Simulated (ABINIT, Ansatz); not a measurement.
# TiO2 (Rutile): G0W0 on several meshes in ABINIT, part 2 of 2

Aim: the GW shift of TiO2 (Rutile) against the k mesh.

ABINIT 10.8.3; PBE and many-body steps on it, plane waves. Known limits of the many-body steps: not at the basis limit; coarse k mesh.

So far. Step 4 (4×4×4): The gap on the mesh goes from 1.92 eV to 3.37 eV, a correction of +1.46 eV. Step 5 (Empty states on the mesh, 2×2×4 mesh, 148 bands): On this mesh the gap is 1.917 eV.

## 7. 2×2×4

This step: G0W0 on PBE, plane waves, norm-conserving pseudopotentials.

run.abi reads:

```
acell 3*1.0 Angstrom
rprim 
  4.592200000000 0.000000000000 0.000000000000
  0.000000000000 4.592200000000 0.000000000000
  0.000000000000 0.000000000000 2.957400000000
ntypat 2
znucl 22 8
natom 6
typat 1 1 2 2 2 2
xred 
  0.000000000000 0.000000000000 0.000000000000
  0.500000000000 0.500000000000 0.500000000000
  0.304960000000 0.304960000000 0.000000000000
  0.195040000000 0.804960000000 0.500000000000
  0.695040000000 0.695040000000 0.000000000000
  0.804960000000 0.195040000000 0.500000000000
pp_dirpath "pseudos"
pseudos "Ti.upf, O.upf"
ecut 38
ngkpt 2 2 4
nshiftk 1
shiftk 0 0 0
kptopt 1
chksymbreak 0
istwfk *1
occopt 1
irdwfk 1
optdriver 4
nband 140
gwcalctyp 0
ecutsigx 38
symsigma 1
nkptgw 1
kptgw 
  0.0000000000 0.0000000000 0.0000000000
bdgw 
  22 26
ecuteps 5.2
irdscr 1
ppmodel 1
indata_prefix "in"
outdata_prefix "out"
tmpdata_prefix "tmp"
```

On the command line:

```bash
$ OMP_NUM_THREADS=1 mpirun -n 16 abinit run.abi > log
```

What it wrote:

```text
.Version 10.8.3 of ABINIT. v10.8.2 released Aug 2026.

 Symmetries : space group P4_2/m n m (#136); Bravais tP (primitive tetrag.)
[... echo of the input left out ...]
== DATASET  1 ==================================================================
-   mpi_nproc: 16, omp_nthreads: 1 (-1 if OMP is not activated)

--- !DatasetInfo
iteration_state: {dtset: 1, }
dimensions: {natom: 6, nkpt: 9, mband: 140, nsppol: 1, nspinor: 1, nspden: 1, mpw: 4748, }
cutoff_energies: {ecut:  38.0, pawecutdg:  -1.0, }
electrons: {nelect:   4.80000000E+01, charge:   0.00000000E+00, occopt:   1.00000000E+00, tsmear:   1.00000000E-02, }

 SIGMA: Calculation of the GW corrections

 Based on a program developped by R.W. Godby, V. Olevano, G. Onida, and L. Reining.
 Incorporated in ABINIT by V. Olevano, G.-M. Rignanese, and M. Torrent.
.Using double precision arithmetic ; gwpc =  8

[... cell and pseudopotentials left out ...]
--------------------------------------------------------------------------------

 ==== K-mesh for the wavefunctions ====
 Number of points in the irreducible wedge :     9
[... list of points left out ...]
 Together with 16 symmetry operations and time-reversal symmetry
 yields    16 points in the full Brillouin Zone.

 ==== Q-mesh for screening function ====
 Number of points in the irreducible wedge :     9
[... list of points left out ...]
 Together with 16 symmetry operations and time-reversal symmetry
 yields    16 points in the full Brillouin Zone.

 vcoul_init : cutoff-mode = AUXILIARY_FUNCTION
 q-points for optical limit:   1
     1)      0.000010    0.000020    0.000030
 setmesh: FFT mesh size selected  =    50x   50x   32
          total number of points  =        80000

 Number of electrons calculated from density =   48.0000; Expected =   48.0000
[...]
number of q-points in IBZ                           9
 number of symmetry operations                      16
 number of k-points in BZ                           16
 number of q-points in BZ                           16
 number of frequencies for dSigma/dE                 9
 frequency step for dSigma/dE [eV]                0.25
 number of omega for Sigma on real axis              0
 max omega for Sigma on real axis  [eV]           0.00
 zcut for avoiding poles [eV]                     0.10

 EPSILON^-1 parameters (SCR file):
 dimension of the eps^-1 matrix on file            249
 dimension of the eps^-1 matrix used               249
 number of plane-waves for wavefunctions          4679
 number of bands                                   140
 number of q-points in IBZ                           9
 number of frequencies                               2
 number of real frequencies                          1
 number of imag frequencies                          1

 matrix elements of self-energy operator (all in [eV])

 Perturbative Calculation

--- !SelfEnergy_ee
iteration_state: {dtset: 1, }
kpoint     : [   0.000,    0.000,    0.000, ]
spin       : 1
KS_gap     :    1.917
QP_gap     :    3.332
Delta_QP_KS:    1.415
data: !SigmaeeData |
     Band     E0 <VxcDFT>   SigX SigC(E0)      Z dSigC/dE  Sig(E)    E-E0       E
       22   5.208 -20.680 -25.200   4.857   0.770  -0.298 -20.421   0.259   5.467
       23   5.208 -20.680 -25.200   4.857   0.770  -0.298 -20.421   0.259   5.467
       24   5.660 -20.454 -24.998   4.933   0.765  -0.308 -20.157   0.298   5.957
       25   7.576 -20.141 -11.955  -5.981   0.777  -0.287 -18.428   1.713   9.289
       26   7.879 -19.770 -11.944  -5.744   0.778  -0.286 -18.151   1.619   9.498

== END DATASET(S) ==============================================================
================================================================================

 -outvars: echo values of variables after computation  --------
           etotal      0.0000000000E+00
            nband         140
             nkpt           9
          spgroup         136
 [... the other variables as echoed above ...]

 Calculation completed.
```

It took 6.6 s on 16 MPI ranks of Arm Neoverse N1, shared host; peak memory 2.4 GiB.

Numbers from this step:

- G0W0 gap on the points computed: 3.332 eV
- starting gap on the mesh: 1.917 eV
- k of the valence top: 0, 0, 0
- k of the conduction bottom: 0, 0, 0
- Z at the valence top: 0.765
- Z at the conduction bottom: 0.777
- least direct G0W0 gap on the computed points: 3.332 eV

Against G0W0 in ABINIT (4×4×4 mesh, 140 bands, screening to 141.5 eV, Godby-Needs plasmon pole), the gap moves by −0.043 eV.

## 8. Empty states on the mesh, 4×4×6 mesh, 148 bands

This step: DFT, PBE, plane waves, norm-conserving pseudopotentials.

run.abi, as its differences from that of step 7:

```diff
@@ -19,3 +19,3 @@
 ecut 38
-ngkpt 2 2 4
+ngkpt 4 4 6
 nshiftk 1
@@ -24,18 +24,10 @@
 chksymbreak 0
+irdden 1
 istwfk *1
+nband 148
+prtvol 0
+optdriver 6
+gwr_task "HDIAGO"
+paral_kgb 0
 occopt 1
-irdwfk 1
-optdriver 4
-nband 140
-gwcalctyp 0
-ecutsigx 38
-symsigma 1
-nkptgw 1
-kptgw 
-  0.0000000000 0.0000000000 0.0000000000
-bdgw 
-  22 26
-ecuteps 5.2
-irdscr 1
-ppmodel 1
 indata_prefix "in"
```

What it wrote:

```text
[banner, memory and clock lines left out]
.Version 10.8.3 of ABINIT. v10.8.2 released Aug 2026.

 Symmetries : space group P4_2/m n m (#136); Bravais tP (primitive tetrag.)
[... echo of the input left out ...]
== DATASET  1 ==================================================================
-   mpi_nproc: 16, omp_nthreads: 1 (-1 if OMP is not activated)

--- !DatasetInfo
iteration_state: {dtset: 1, }
dimensions: {natom: 6, nkpt: 24, mband: 148, nsppol: 1, nspinor: 1, nspden: 1, mpw: 4748, }
cutoff_energies: {ecut:  38.0, pawecutdg:  -1.0, }
[...]
Integrated=    4.8000E+01

 === KS gaps after direct diagonalization ===
 Direct band gap semiconductor
 Fundamental gap:     1.917 (eV)
   VBM:     5.660 (eV) at k: [ 0.0000E+00,  0.0000E+00,  0.0000E+00]
   CBM:     7.576 (eV) at k: [ 0.0000E+00,  0.0000E+00,  0.0000E+00]
 Direct gap:         1.917 (eV) at k: [ 0.0000E+00,  0.0000E+00,  0.0000E+00]

== END DATASET(S) ==============================================================

 -outvars: echo values of variables after computation  --------
           etotal      0.0000000000E+00
            nband         148
             nkpt          24
          spgroup         136
 [... the other variables as echoed above ...]

 Calculation completed.
```

Run time: 4.5 min. Hardware: 16 MPI ranks; peak memory 20 GiB.

Numbers from this step:

* gap: 1.917 eV
* k of the valence top: 0, 0, 0
* k of the conduction bottom: 0, 0, 0
* least direct gap: 1.917 eV
* k points computed: 24
* lowest point of the top converged band, above the valence top: 76.3422 eV

On this mesh the gap is 1.917 eV.

## 9. Screening, 4×4×6 mesh, 140 bands, screening to 141.5 eV

This step: RPA screening on PBE, plane waves, norm-conserving pseudopotentials.

run.abi, as its differences from that of step 8:

```diff
@@ -24,10 +24,11 @@
 chksymbreak 0
-irdden 1
 istwfk *1
-nband 148
-prtvol 0
-optdriver 6
-gwr_task "HDIAGO"
-paral_kgb 0
 occopt 1
+irdwfk 1
+optdriver 3
+nband 140
+ecuteps 5.2
+inclvkb 2
+awtr 1
+symchi 1
 indata_prefix "in"
```

What it wrote:

```text
.Version 10.8.3 of ABINIT. v10.8.2 released Aug 2026.

 Symmetries : space group P4_2/m n m (#136); Bravais tP (primitive tetrag.)
[... echo of the input left out ...]
== DATASET  1 ==================================================================
-   mpi_nproc: 16, omp_nthreads: 1 (-1 if OMP is not activated)

--- !DatasetInfo
iteration_state: {dtset: 1, }
dimensions: {natom: 6, nkpt: 24, mband: 140, nsppol: 1, nspinor: 1, nspden: 1, mpw: 4748, }
cutoff_energies: {ecut:  38.0, pawecutdg:  -1.0, }
[...]
--------------------------------------------------------------------------------
[... chi0 elements left out ...]
 For q-point:  0.000010 0.000020 0.000030
  dielectric constant =   8.2040
  dielectric constant without local fields =   8.6084

  Average fulfillment of the sum rule on Im[epsilon] for q-point    1 :     62.22  [%]
[... wings left out ...]
  q-point number  2        q = ( 0.250000, 0.000000, 0.000000) [r.l.u.]
--------------------------------------------------------------------------------
[... chi0 elements left out ...]
  Average fulfillment of the sum rule on Im[epsilon] for q-point    2 :     72.97  [%]

 [... 22 further q-points ...]
```

It took 6.9 min on 16 MPI ranks; peak memory 8.3 GiB; 1.8 h of CPU time.

Numbers from this step:

* ε∞ with local fields, on this mesh, along the program's q direction: 8.204
* the same without local fields: 8.608
* plasma frequency: 32.58 eV
* plane waves in the screening matrix: 249

## 10. 4×4×6

This step: G0W0 on PBE, plane waves, norm-conserving pseudopotentials.

run.abi, as its differences from that of step 9:

```diff
@@ -27,8 +27,15 @@
 irdwfk 1
-optdriver 3
+optdriver 4
 nband 140
+gwcalctyp 0
+ecutsigx 38
+symsigma 1
+nkptgw 1
+kptgw 
+  0.0000000000 0.0000000000 0.0000000000
+bdgw 
+  22 26
 ecuteps 5.2
-inclvkb 2
-awtr 1
-symchi 1
+irdscr 1
+ppmodel 1
 indata_prefix "in"
```

What it wrote:

```text
.Version 10.8.3 of ABINIT. v10.8.2 released Aug 2026.

 Symmetries : space group P4_2/m n m (#136); Bravais tP (primitive tetrag.)
[... echo of the input left out ...]
== DATASET  1 ==================================================================
-   mpi_nproc: 16, omp_nthreads: 1 (-1 if OMP is not activated)

--- !DatasetInfo
iteration_state: {dtset: 1, }
dimensions: {natom: 6, nkpt: 24, mband: 140, nsppol: 1, nspinor: 1, nspden: 1, mpw: 4748, }
cutoff_energies: {ecut:  38.0, pawecutdg:  -1.0, }
[...]
24   5.660 -20.447 -25.180   4.962   0.764  -0.310 -20.272   0.175   5.835
       25   7.576 -20.154 -12.128  -5.929   0.777  -0.287 -18.524   1.631   9.207
       26   7.879 -19.781 -12.090  -5.711   0.778  -0.285 -18.240   1.540   9.419

== END DATASET(S) ==============================================================
================================================================================

 -outvars: echo values of variables after computation  --------
           etotal      0.0000000000E+00
            nband         140
             nkpt          24
          spgroup         136
 [... the other variables as echoed above ...]

 Calculation completed.
```

Wall time 12 s (16 MPI ranks); peak memory 4.1 GiB; 3 min of CPU time.

This step gave:

| Quantity | Value |
| --- | --- |
| G0W0 gap on the points computed | 3.372 eV |
| starting gap on the mesh | 1.917 eV |
| k of the valence top | 0, 0, 0 |
| k of the conduction bottom | 0, 0, 0 |
| least direct G0W0 gap on the computed points | 3.372 eV |

Against G0W0 in ABINIT (4×4×4 mesh, 140 bands, screening to 141.5 eV, Godby-Needs plasmon pole), the gap moves by −0.003 eV.

## 11. Side by side

Times are wall times on 16 MPI ranks of Arm Neoverse N1, shared host, good to a factor of about two. A run's time includes the screening step that it read.

| run | mesh | bands | screening cutoff (eV) | DFT gap (eV) | gap on the mesh (eV) | direct (eV) | ε∞ used | time |
| --- | --- | --- | --- | --- | --- | --- | --- | --- |
| 4×4×4 | 4×4×4 | 140 | 141.5 | 1.917 | 3.375 | 3.375 | 8.55 | 4.2 min |
| 2×2×4 | 2×2×4 | 140 | 141.5 | 1.917 | 3.332 | 3.332 | 8.90 | 62 s |
| 4×4×6 | 4×4×6 | 140 | 141.5 | 1.917 | 3.372 | 3.372 | 8.20 | 7.1 min |

## 12. Outcome

| Property | Result |
| --- | --- |
| 4×4×4 | 3.375 eV |
| 2×2×4 | 3.332 eV |
| 4×4×6 | 3.372 eV |
| known limits | not at the basis limit; coarse k mesh |

**Reading.** 2×2×4: −0.043 eV against 4×4×4. 4×4×6: −0.003 eV against 4×4×4. Bands and cutoff are finite, so the gap is not at the basis limit. The miss can reach some tenths of an eV and take either sign; the mesh is an error of its own. In the G0W0 runs levels were corrected at 1 k point alone, so a gap called «on the mesh» is the least over those, and an edge elsewhere would be missed. The 4×4×4 mesh is coarse for this cell, which bears on the long-range parts of exchange and screening.

[Paths, hosts, dates, memory and timing lines, banners, echoed tables and standing remarks are left out of the program output.]

[Logs are printed without paths, hosts, clocks, repeated set-up lines and the standing remarks that a program may print on its own settings, such as how far it seeks lower states.]

[Runs of the session that timed out or met a known fault of the program may be left out.]

[Hosts, paths, dates, database ids (printed as entryN), source tags and the programs' standing remarks are cut or masked in the printed files.]

[G0W0 gaps are taken among the corrected bands and points alone; a level outside them can change the order at an edge.]

[Where Ansatz stands beside ABINIT at settings called matched, ABINIT's density can come from a denser mesh and the files from another edition; pairs whose starting gaps differed by over 0.03 eV were left out, so agreement reads better than it is.]
